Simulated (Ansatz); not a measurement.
Rows from a G0W0 calculation on Ge2Sb2Te5 (P-3m1) (Ansatz 0.2.0; G0W0 on PBE, plane waves, PAW; PAW set soft_1; 6×6×1 mesh, 1139 empty bands, screening to 150 eV, PAW set soft_1 files), in eV. Spin-orbit coupling is left out.

| row | k | band | start | Σx | Σc at the solution | Vxc |
| --- | --- | --- | --- | --- | --- | --- |
| A | Γ | v3 | 8.088 | -14.331 | -0.064 | -14.137 |
| B | Γ | v1 | 9.232 | -14.407 | -0.189 | -14.291 |
| C | Γ | c3 | 9.551 | -9.417 | -3.384 | -12.624 |
| D | Γ | c1 | 9.506 | -9.714 | -3.011 | -12.516 |
| E | Γ | v2 | 8.397 | -14.387 | 0.107 | -13.976 |

Give the quasiparticle energies and the shift of each level.

The quasiparticle equation reads E = start + Σx + Σc(E) − Vxc.

| row | E (eV) | shift (eV) |
| --- | --- | --- |
| A | 7.830 | −0.258 |
| B | 8.927 | −0.305 |
| C | 9.375 | −0.176 |
| D | 9.298 | −0.209 |
| E | 8.094 | −0.303 |

The gap over the computed points goes from 0.27 eV to 0.37 eV.

Limits: not at the basis limit; model gap, bands may invert with spin-orbit coupling; screening runs away on this mesh; no spin-orbit coupling; coarse k mesh.

[Runs of the session that timed out or met a known fault of the program may be left out.]

[Cells called generated may have been cut or substituted from an entry of the Crystallography Open Database or the Materials Project.]

[Hosts, paths, dates, database ids (printed as entryN), source tags and the programs' standing remarks are cut or masked in the printed files.]
